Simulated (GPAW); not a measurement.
Consider Te on a Se site in Cu2Se.

```
Te Se Cu
1.0
     2.92000    5.84000    2.92000
     5.84000   -2.92000   -2.92000
     2.92000    2.92000   -5.84000
Te Se Cu
1 5 12
Cartesian
  8.5836 2.6118 -0.1534
  2.9988 2.8978 0.0161
  5.8448 5.7468 -0.0566
  5.8364 2.9767 -2.8899
  8.7734 5.7516 -2.8657
  8.6657 2.9132 -5.7589
  5.9030 5.8476 -2.7827
  5.2331 3.4021 -5.4686
  5.9371 2.9580 0.0480
  5.8619 -0.6743 -3.0084
  8.9076 3.0408 -2.7729
  3.3636 3.4587 -3.6113
  4.6069 1.2781 -4.1519
  7.3169 4.3892 -4.3150
  6.9544 1.6913 -6.9750
  7.0046 1.1264 -1.6985
  1.9160 1.7456 -1.8312
  4.3169 4.3712 -1.4411
```

Absorber: atom 1, with 7 Cu at 2.56 to 2.67 Å (7-fold; the defect atom itself). Method: GPAW, PBE, excited-electron core hole (neutral cell), 18-atom cell with 7.2 Å between holes, 3×3×3 k points, dipole transitions, Gaussian full width 9.89 eV.

The database entry behind the starting cell is an old determination (1945), so it need not match the best structure at ambient conditions.

Q: Predict the near-edge structure at the Te K edge.

Main maxima up to 19 eV above the zero (height): 6.6 eV (1.18). A K edge sees empty p states on the absorber. 

The Te K spectrum (energy from the lowest empty level; intensity scaled to a mean of 1 over the first 19 eV):

```
E (eV)  isotropic  ε ∥ x  ε ∥ y
  -2.0       0.40   0.41   0.37
  -1.4       0.47   0.48   0.44
  -0.8       0.54   0.56   0.52
  -0.2       0.62   0.64   0.59
   0.4       0.69   0.72   0.67
   1.0       0.77   0.79   0.75
   1.6       0.85   0.87   0.83
   2.2       0.92   0.94   0.90
   2.8       0.98   1.00   0.97
   3.4       1.04   1.05   1.03
   4.0       1.09   1.09   1.08
   4.6       1.12   1.13   1.13
   5.2       1.15   1.15   1.16
   5.8       1.17   1.17   1.18
   6.4       1.18   1.17   1.20
   7.0       1.18   1.16   1.20
   7.6       1.17   1.15   1.20
   8.2       1.15   1.13   1.19
   8.8       1.13   1.11   1.17
   9.4       1.11   1.09   1.15
  10.0       1.09   1.06   1.13
  10.6       1.06   1.03   1.10
  11.2       1.04   1.01   1.08
  11.8       1.01   0.98   1.05
  12.4       0.99   0.96   1.03
  13.0       0.97   0.94   1.01
  13.6       0.96   0.93   0.99
  14.2       0.94   0.92   0.97
  14.8       0.93   0.91   0.96
  15.4       0.92   0.90   0.95
  16.0       0.91   0.89   0.94
  16.6       0.91   0.89   0.93
  17.2       0.90   0.89   0.92
  17.8       0.90   0.89   0.92
  18.4       0.90   0.89   0.92
  19.0       0.90   0.89   0.91
  19.6       0.90   0.90   0.91
  20.2       0.90   0.90   0.91
  20.8       0.91   0.90   0.91
  21.4       0.91   0.91   0.91
  22.0       0.91   0.91   0.91
  22.6       0.91   0.91   0.90
  23.2       0.91   0.91   0.90
  23.8       0.90   0.91   0.89
  24.4       0.90   0.91   0.88
  25.0       0.89   0.90   0.87
```

The relaxation stopped short of its force goal, so the geometry is provisional. The script folds with a Gaussian, whereas the core hole's own line is a Lorentzian, so the onset is too steep and the first peak too high. The cell shows no gap over 0.35 eV; the host's own band filling, the defect's levels or the functional may be the cause. In so small a cell the defects form an ordered array, and no site is far from one.

[Banner, clock and machine lines of the logs are left out without a mark of their own.]

[Logs are printed without paths, hosts, clocks, repeated set-up lines and the standing remarks that a program may print on its own settings, such as how far it seeks lower states.]

[Hosts, paths, dates, database ids (printed as entryN), source tags and the programs' standing remarks are cut or masked in the printed files.]

[Lists of maxima count a maximum above −3 eV only where it reaches 4 % of the highest in the window and stands out from its surroundings by 2 % of it (1.5 % where it reaches 55 %); shoulders and weaker maxima are passed over, and of the rest the first, up to two pre-edge ones and the few strongest are named.]
